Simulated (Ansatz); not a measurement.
**Sensitivity of the G0W0 gap of SrTiO3 (Tausonite)**

A base run on SrTiO3 (Tausonite), then changed inputs.

Method: G0W0 on PBE, plane waves, PAW, in Ansatz 0.2.0.

## Step 1: The starting structure

Symmetry: Pm-3m, No. 221, cubic system. Conventional cell: a = 3.905 Å, b = 3.905 Å, c = 3.905 Å, α = 90.00°, β = 90.00°, γ = 90.00°. Sr has 12 O at 2.76 Å nearest. Nearest to Ti lie 6 O at 1.95 Å. Nearest to O lie 2 Ti at 1.95 Å and 4 Sr at 2.76 Å. Farther neighbours and most contacts between anions are not listed.

Structure file:

```cif
data_structure
_symmetry_space_group_name_H-M 'P 1'
_symmetry_Int_Tables_number 1
_cell_length_a 3.9053
_cell_length_b 3.9053
_cell_length_c 3.9053
_cell_angle_alpha 90.000
_cell_angle_beta 90.000
_cell_angle_gamma 90.000
_cell_volume 59.56
loop_
_atom_site_label
_atom_site_type_symbol
_atom_site_fract_x
_atom_site_fract_y
_atom_site_fract_z
_atom_site_occupancy
Sr1 Sr 0.50000 0.50000 0.50000 1
Ti2 Ti 0.00000 0.00000 0.00000 1
O3 O 0.50000 0.00000 0.00000 1
O4 O 0.00000 0.50000 0.00000 1
O5 O 0.00000 0.00000 0.50000 1
```

The cell and positions come from the Crystallography Open Database and are kept as given unless a step says otherwise. The default PAW set here is soft_2. Its files were made with PBE.

## Step 2: The base run: 4×4×4 mesh, 177 empty bands, screening to 120 eV

Now the one-shot GW correction: screening in the RPA, then the self-energy of the levels asked for.

input.yaml reads:

```yaml
crystal:
  lattice:
    - [3.90528, 0.0, 0.0]
    - [0.0, 3.90528, 0.0]
    - [0.0, 0.0, 3.90528]
  atoms:
    - { symbol: Sr, position: [0.5, 0.5, 0.5] }
    - { symbol: Ti, position: [0.0, 0.0, 0.0] }
    - { symbol: O, position: [0.5, 0.0, 0.0] }
    - { symbol: O, position: [0.0, 0.5, 0.0] }
    - { symbol: O, position: [0.0, 0.0, 0.5] }
kpoints:
  mp_grid: { grid: [4, 4, 4] }
hamiltonian:
  xc: pbe
scf:
  occupations: { method: fixed }
gw:
  n_empty_bands: 177
  ecut_chi: 120
  qp_bands: [v2, c2]
  qp_kpoints: band_edges
  screening: { model: contour_deformation }
```

Launch:

```sh
> ansatz run input.yaml --threads 3 --pin off --max-ram 92160MiB --backend cuda --events-out ev --progress --plain --runs-dir out --devices 1 --max-vram 13GiB  # rebuilt from the run's record
```

Numbers of over 12 decimals in the logs are rounded to 6 here.

Log:

```text
GPUs: using 1 of 1 available (devices: 1).
Engine: ansatz 0.2.0, x86_64-unknown-linux-gnu
Pseudopotentials: kind: paw
Pseudopotential: Sr, paw, valence charge 10, recommended cutoff 420 eV (normal), Sr.paw.azcp
Pseudopotential: Ti, paw, valence charge 12, recommended cutoff 420 eV (normal), Ti.paw.azcp
Pseudopotential: O, paw, valence charge 6, recommended cutoff 420 eV (normal), O.paw.azcp
Functional definition: PBE
  parameter kappa = 0.804
  parameter beta = 0.066725
  exchange = pbe_x(kappa = kappa, mu = beta*pi^2/3)
  correlation = pbe_c(beta = beta)
device memory: the entry about to start is reckoned to put 0.6 GiB on a device that reports 57.9 GiB free (of which the cap on the GPU budget leaves the run 13.0 GiB)
GPU FFT provider: cuFFT
GPU libraries: cuBLAS 13.8.2, cuFFT 12.4.0, cuSOLVER 12.3.4
Crystal: 5 atoms, lattice volume = 59.560 Å³
Basis set: ecut = 420 eV, 1189 PW (Γ)
Bands: 25, of which v1, the nominal top of the filled ones, is band 20 counted from 1 (19 counted from 0)
Symmetry: 48 space group operations
Space group: Pm-3m (ITA 221), of the structure as read, at distance tolerance 3.9e-5 Å
k-points: 10 of 64
Non-local potential: Sr, projectors of the file, l = 0: 3, l = 1: 2, l = 2: 2
Non-local potential: Ti, projectors of the file, l = 0: 3, l = 1: 2, l = 2: 3, l = 3: 1
Non-local potential: O, projectors of the file, l = 0: 2, l = 1: 2, l = 2: 1
PAW form: soft (Blöchl's): semilocal exchange-correlation on the pseudo side does not see the compensation charge
PAW one-centre angular grid: Sr, 110 points (default); XC on 64 Gauss nodes
PAW one-centre angular grid: Ti, 590 points (default); XC on 64 Gauss nodes
PAW one-centre angular grid: O, 110 points (default); XC on 64 Gauss nodes
Initial density: superposition of atomic densities (neutral atoms: chi_scale 0, normalization atom), corrected by the library's trained network
Initial wavefunctions: pseudopotential atomic-orbital guess
GPU buffer pool allocated for 19683 grid points (all kernels)
GPU transforms: local potential and band sums: pruned to the plane-wave sphere, on 25×27×27
Functional: x = pbe(κ = 0.804, μ = 0.219515), c = pbe(β = 0.066725)
SCF iter   1: F=—  HF=-7754.449331 eV  |F-HF|=—  |Δ(HF+E_count)|=         —  Δρ=1.47e-3  dr2=3.12e-4  ethr=1.77e-3  ⟨swp⟩=4.0  Hψ=1098  notcnv=0  defer=22
preconditioner: auto → Resta (q_TF=auto, 2.553 Å⁻¹)  ε∞=5.6  [insulator: Δε(μ)=1.868 eV  Ē_g=12.246 eV  n_scr=18 (ndim 8)  ℏωp=26.4 eV  f_vac=0.000  ε∞_Penn≈5.6]
SCF iter   2: F=—  HF=-7754.450057 eV  |F-HF|=—  |Δ(HF+E_count)|=   7.26e-4  Δρ=7.36e-4  dr2=7.67e-5  ethr=7.80e-7  ⟨swp⟩=3.1  Hψ=634  notcnv=0  defer=26
SCF iter   3: F=—  HF=-7754.450221 eV  |F-HF|=—  |Δ(HF+E_count)|=   1.65e-4  Δρ=3.95e-4  dr2=7.98e-5  ethr=1.92e-7  ⟨swp⟩=2.0  Hψ=415  notcnv=0  defer=25
[...]
E_xc         = -496.669313
  E_vxc        = -572.524138  (∫ρ·V_xc dr)
  E_paw        = -4213.740788  (= ΣΔE_a)
  E_vpaw       = -314.311370  (= ΣTr[D̂ρ^β])
  E_aug_tail   = 0.007575  (compensation charges beyond the density's cutoff)
  E_ewald      = -2891.094941
  E_smearing   = -0.000000  (= −TS)
  E_closure    = 0.000000  (closes the sum)
  Σ components = -7754.450213   (vs F -7754.450213, Δ=0.00e0)
--- Band table (eV; the first three rows and the last of 10) ---
  k-point 0: bands = [... 16 lower, 8.8230, 9.6503, 9.6503, 9.6503, 11.8636, 11.8636, 11.8636, 14.3193, ... 1 higher]
  k-point 1: bands = [... 16 lower, 8.3325, 8.3900, 9.4083, 9.4083, 11.9439, 12.9207, 12.9207, 14.3283, ... 1 higher]
  k-point 2: bands = [... 16 lower, 7.6457, 8.0230, 9.2742, 9.2742, 12.0282, 13.7842, 13.7842, 14.3337, ... 1 higher]
  k-point 9: bands = [... 16 lower, 6.2707, 9.9959, 9.9959, 9.9959, 14.4648, 14.4648, 14.4648, 16.9699, ... 1 higher]
--- G₀W₀: contour deformation, 7 samples at zero and on the imaginary axis and 2 off it, 64 q-points, 177 empty bands' worth ---
  eigenvalues of the whole cell's RPA ε∞ on this k-mesh (on a slab, of 1 + 4πα/V) = 6.5458, 6.5458, 6.5458; static W/v taken at q = 0 is 0.152769
  bands read: the sum over 197 bands ends inside a degenerate multiplet in 4 slots, whose members it reads at an even weight; the widest, k=0: bands 196 to 198 (counted from 1) at 2/3 each
  gw.qp_kpoints: band_edges: 6 of 10 stored k-points solved, in 1 pass; an edge of the gap read off the rows below is read off those points alone
    valence top: of the k-points left out ik 7 came nearest to being solved in a further pass, in band 20 (counted from 1, as in the quasiparticle table): it holds the edge there only if its correction is more favourable than any solved in that band by at least 0.522 eV; those differ by 0.039 eV
    conduction bottom: of the k-points left out ik 3 came nearest to being solved in a further pass, in band 21 (counted from 1, as in the quasiparticle table): it holds the edge there only if its correction is more favourable than any solved in that band by at least 1.015 eV; those differ by 0.091 eV
    ik  band        ε_KS         Σx   Σc(E_QP)       V_xc       Z   E_QP_lin       E_QP  E_QP is
     0    19      9.6503   -26.3864     4.5859   -21.5086  0.7270     9.3568     9.3585  root
     0    20      9.6503   -26.3864     4.5859   -21.5086  0.7270     9.3568     9.3585  root
     0    21     11.8636   -12.6230    -6.4534   -20.3002  0.7382    13.1206    13.0873  root
     0    22     11.8636   -12.6230    -6.4534   -20.3002  0.7382    13.1206    13.0873  root
     1    19      9.4083   -26.1307     4.5693   -21.2539  0.7250     9.0989     9.1008  root
     1    20      9.4083   -26.1307     4.5693   -21.2539  0.7250     9.0989     9.1008  root
     1    21     11.9439   -12.7727    -6.5650   -20.5831  0.7351    13.2248    13.1893  root
     1    22     12.9207   -14.2160    -6.4194   -21.8811  0.7153    14.2080    14.1663  root
[...]
9    19      9.9959   -26.0786     4.7737   -21.0126  0.7186     9.7019     9.7037  root
     9    20      9.9959   -26.0786     4.7737   -21.0126  0.7186     9.7019     9.7037  root
     9    21     14.4648   -14.5075    -7.9798   -23.8017  0.6694    15.8531    15.7791  root
     9    22     14.4648   -14.5075    -7.9798   -23.8017  0.6694    15.8531    15.7791  root
[key lines of the parts left out:]
SCF converged after 6 iterations
Free energy (F): -7754.450213 eV
Fermi energy:    9.995895 eV
```

Run time: 10 s. Hardware: 1 × NVIDIA H100 80GB HBM3 (shared by 6 runs) with 3 threads of AMD EPYC 7R13 (Zen 3), shared host; peak memory 1.1 GiB; 11 s of CPU time.

In the SCF lines HF is the Harris–Foulkes energy and dr2 the Hartree energy of the density residual, in eV; the loop may stop once dr2 is under the threshold and the program's other checks hold. Hψ counts applications of the Hamiltonian.

This step gave:

- bands summed: 197
- RPA ε∞ on this mesh (eigenvalues): 6.546, 6.546, 6.546
- plane waves in the screening matrix: 179
- q-points in the mesh: 64
- G0W0 gap on the mesh: 3.384 eV
- k of the valence top: -0.5, -0.5, -0.5
- k of the conduction bottom: 0, 0, 0
- starting gap on the mesh: 1.868 eV
- Z at the valence top: 0.7186
- Z at the conduction bottom: 0.7382
- least direct G0W0 gap on the computed points: 3.729 eV

The gap on the mesh goes from 1.87 eV to 3.38 eV, a correction of +1.52 eV. Between the two edge states, bare exchange in place of the xc potential would open the gap by 12.74 eV, and correlation takes back 11.23 eV.

## Step 3: Variant: low screening cutoff

Edit input.yaml of step 2 so:

```diff
@@ -19,3 +19,3 @@
   n_empty_bands: 177
-  ecut_chi: 120
+  ecut_chi: 55
   qp_bands: [v2, c2]
```

Log:

```text
GPUs: using 1 of 1 available (devices: 1).
[...]
GPU FFT provider: cuFFT
GPU libraries: cuBLAS 13.8.2, cuFFT 12.4.0, cuSOLVER 12.3.4
Crystal: 5 atoms, lattice volume = 59.560 Å³
Basis set: ecut = 420 eV, 1189 PW (Γ)
Bands: 25, of which v1, the nominal top of the filled ones, is band 20 counted from 1 (19 counted from 0)
Symmetry: 48 space group operations
[...]
k-points: 10 of 64
[...]
GPU buffer pool allocated for 19683 grid points (all kernels)
[...]
SCF iter   1: F=—  HF=-7754.449331 eV  |F-HF|=—  |Δ(HF+E_count)|=         —  Δρ=1.47e-3  dr2=3.12e-4  ethr=1.77e-3  ⟨swp⟩=4.0  Hψ=1098  notcnv=0  defer=22
[...]
SCF iter   6: F=-7754.450213 eV  HF=-7754.450213 eV  |F-HF|=1.75e-9  |Δ(HF+E_count)|=   1.01e-7  Δρ=2.86e-6  dr2=3.93e-9  ethr=2.50e-10  ⟨swp⟩=8.2  Hψ=958  notcnv=0
SCF 1 converged in 6 iterations: F = -7754.450213 eV  dr2 = 3.93e-9
[...]
NSCF: frozen V_eff on 10 k-points, pencils in batches of 32, up to order 100
[...]
NSCF: frozen V_eff on 10 k-points
G₀W₀ screening: q 1/10
[... further progress lines ...]
SCF converged after 6 iterations
Free energy (F): -7754.450213 eV
[...]
Internal energy: -7754.450213 eV  (E = F + TS)
E sigma→0 (E₀):  -7754.450213 eV
Fermi energy:    9.995895 eV
[...]
--- Band table (eV; the first three rows and the last of 10) ---
  k-point 0: bands = [... 16 lower, 8.8230, 9.6503, 9.6503, 9.6503, 11.8636, 11.8636, 11.8636, 14.3193, ... 1 higher]
  k-point 1: bands = [... 16 lower, 8.3325, 8.3900, 9.4083, 9.4083, 11.9439, 12.9207, 12.9207, 14.3283, ... 1 higher]
  k-point 2: bands = [... 16 lower, 7.6457, 8.0230, 9.2742, 9.2742, 12.0282, 13.7842, 13.7842, 14.3337, ... 1 higher]
  k-point 9: bands = [... 16 lower, 6.2707, 9.9959, 9.9959, 9.9959, 14.4648, 14.4648, 14.4648, 16.9699, ... 1 higher]
[...]
`?` marks the rows in doubt; gw_qp.tsv's column doubts and the gw_qp event give each row's grounds
[...]
0    19      9.6503   -26.3864     4.7071   -21.5086  0.7351     9.4791     9.4796  root
     0    20      9.6503   -26.3864     4.7071   -21.5086  0.7351     9.4791     9.4796  root
     0    21     11.8636   -12.6230    -6.2769   -20.3002  0.7449    13.3087    13.2639  root
     0    22     11.8636   -12.6230    -6.2769   -20.3002  0.7449    13.3087    13.2639  root
     1    19      9.4083   -26.1307     4.6869   -21.2539  0.7328     9.2176     9.2183  root
     1    20      9.4083   -26.1307     4.6869   -21.2539  0.7328     9.2176     9.2183  root
     1    21     11.9439   -12.7727    -6.3828   -20.5831  0.7419    13.4195    13.3714  root
     1    22     12.9207   -14.2160    -6.2215   -21.8811  0.7235    14.4224    14.3643  root
[...]
8    21     14.0742   -14.5506    -7.2644   -23.3501  0.6929    15.7032    15.6094  root
     8    22     14.0742   -14.5506    -7.2644   -23.3501  0.6929    15.7032    15.6094  root
     9    19      9.9959   -26.0786     4.8698   -21.0126  0.7282     9.7990     9.7998  root
     9    20      9.9959   -26.0786     4.8698   -21.0126  0.7282     9.7990     9.7998  root
     9    21     14.4648   -14.5075    -7.7425   -23.8017  0.6790    16.1215    16.0165  root ?
     9    22     14.4648   -14.5075    -7.7425   -23.8017  0.6790    16.1215    16.0165  root ?
```

Elapsed: 11 s, on 1 × NVIDIA H100 80GB HBM3 (shared by 6 runs) with 3 threads; peak memory 1.1 GiB; 10 s of CPU time.

Against the base:

```tsv
setting	base	variant
screening cutoff (eV)	120	55
```

```tsv
quantity	variant	base
starting gap on the mesh	1.868	1.868
G0W0 gap on the mesh	3.464	3.384
least direct G0W0 gap on the computed points	3.784	3.729
Z at the valence top	0.728	0.719
Z at the conduction bottom	0.745	0.738
```

## Step 4: Variant: larger pair-density box

Edit input.yaml of step 3 so:

```diff
@@ -18,4 +18,4 @@
 gw:
-  n_empty_bands: 177
-  ecut_chi: 55
+  n_empty_bands: 135
+  ecut_chi: 100
   qp_bands: [v2, c2]
@@ -23 +23,2 @@
   screening: { model: contour_deformation }
+  ecutfock_ratio: 2
```

Log:

```text
GPUs: using 1 of 1 available (devices: 1).
[...]
GPU FFT provider: cuFFT
GPU libraries: cuBLAS 13.8.2, cuFFT 12.4.0, cuSOLVER 12.3.4
Crystal: 5 atoms, lattice volume = 59.560 Å³
Basis set: ecut = 420 eV, 1189 PW (Γ)
Bands: 25, of which v1, the nominal top of the filled ones, is band 20 counted from 1 (19 counted from 0)
Symmetry: 48 space group operations
[...]
k-points: 10 of 64
[...]
GPU buffer pool allocated for 19683 grid points (all kernels)
[...]
SCF iter   1: F=—  HF=-7754.449331 eV  |F-HF|=—  |Δ(HF+E_count)|=         —  Δρ=1.47e-3  dr2=3.12e-4  ethr=1.77e-3  ⟨swp⟩=4.0  Hψ=1098  notcnv=0  defer=22
[...]
SCF iter   6: F=-7754.450213 eV  HF=-7754.450213 eV  |F-HF|=1.75e-9  |Δ(HF+E_count)|=   1.01e-7  Δρ=2.86e-6  dr2=3.93e-9  ethr=2.50e-10  ⟨swp⟩=8.2  Hψ=958  notcnv=0
SCF 1 converged in 6 iterations: F = -7754.450213 eV  dr2 = 3.93e-9
[...]
G₀W₀ screening: q 1/10
[... further progress lines ...]
SCF converged after 6 iterations
Free energy (F): -7754.450213 eV
[...]
Internal energy: -7754.450213 eV  (E = F + TS)
E sigma→0 (E₀):  -7754.450213 eV
Fermi energy:    9.995895 eV
[...]
--- Band table (eV; the first three rows and the last of 10) ---
  k-point 0: bands = [... 16 lower, 8.8230, 9.6503, 9.6503, 9.6503, 11.8636, 11.8636, 11.8636, 14.3193, ... 1 higher]
  k-point 1: bands = [... 16 lower, 8.3325, 8.3900, 9.4083, 9.4083, 11.9439, 12.9207, 12.9207, 14.3283, ... 1 higher]
  k-point 2: bands = [... 16 lower, 7.6457, 8.0230, 9.2742, 9.2742, 12.0282, 13.7842, 13.7842, 14.3337, ... 1 higher]
  k-point 9: bands = [... 16 lower, 6.2707, 9.9959, 9.9959, 9.9959, 14.4648, 14.4648, 14.4648, 16.9699, ... 1 higher]
[...]
0    19      9.6503   -26.3864     4.6807   -21.5086  0.7288     9.4525     9.4533  root
     0    20      9.6503   -26.3864     4.6807   -21.5086  0.7288     9.4525     9.4533  root
     0    21     11.8636   -12.6230    -6.3531   -20.3002  0.7394    13.2278    13.1877  root
     0    22     11.8636   -12.6230    -6.3531   -20.3002  0.7394    13.2278    13.1877  root
     1    19      9.4083   -26.1307     4.6618   -21.2539  0.7268     9.1924     9.1933  root
     1    20      9.4083   -26.1307     4.6618   -21.2539  0.7268     9.1924     9.1933  root
     1    21     11.9439   -12.7727    -6.4634   -20.5831  0.7363    13.3338    13.2909  root
     1    22     12.9207   -14.2160    -6.3122   -21.8811  0.7168    14.3239    14.2735  root
[...]
9    19      9.9959   -26.0786     4.8619   -21.0126  0.7206     9.7910     9.7919  root
     9    20      9.9959   -26.0786     4.8619   -21.0126  0.7206     9.7910     9.7919  root
     9    21     14.4648   -14.5075    -7.8662   -23.8017  0.6709    15.9796    15.8928  root
     9    22     14.4648   -14.5075    -7.8662   -23.8017  0.6709    15.9796    15.8928  root
```

Wall time 10 s (1 × NVIDIA H100 80GB HBM3 (shared by 6 runs) with 3 threads); peak memory 1.1 GiB.

The G0W0 gap on the mesh is 3.396 eV.

Against the base:

```tsv
setting	base	variant
empty bands	177	135
screening cutoff (eV)	120	100
ecutfock ratio	-	2
```

```tsv
quantity	variant	base
starting gap on the mesh	1.868	1.868
G0W0 gap on the mesh	3.396	3.384
least direct G0W0 gap on the computed points	3.734	3.729
Z at the valence top	0.721	0.719
Z at the conduction bottom	0.739	0.738
```

## Step 5: Summary of results

```
base                    : 3.38 eV, 10 s
low screening cutoff    : 3.46 eV, 11 s
larger pair-density box : 3.40 eV, 10 s
```

In words: Low screening cutoff: the gap moves by +0.08 eV; such settings are too crude to quote. Larger pair-density box: the gap moves by +0.01 eV. The variant differs from the base in empty bands, screening cutoff and ecutfock ratio together, so the change can't be laid to one of them. All runs here use a coarse mesh and modest cutoffs; they test settings and are not final values. The 4×4×4 mesh is coarse for this cell (its supercell is 16 Å along the shortest edge). The RPA ε∞ on it, from the PBE start, is 6.55; such meshes misread the long-range screening, most where the gap is narrow. This is the ideal cubic cell; many perovskites, halides above all, are cubic only on average, and local tilts or off-centring can widen the gap. The many-body steps are scalar-relativistic: spin-orbit coupling is not in them.

[Paths, hosts, dates, memory and timing lines, banners, echoed tables and standing remarks are left out of the program output.]

[Logs are printed without paths, hosts, clocks, repeated set-up lines and the standing remarks that a program may print on its own settings, such as how far it seeks lower states.]

[Runs of the session that timed out or met a known fault of the program may be left out.]

[Cells called generated may have been cut or substituted from an entry of the Crystallography Open Database or the Materials Project.]

[Hosts, paths, dates, database ids (printed as entryN), source tags and the programs' standing remarks are cut or masked in the printed files.]
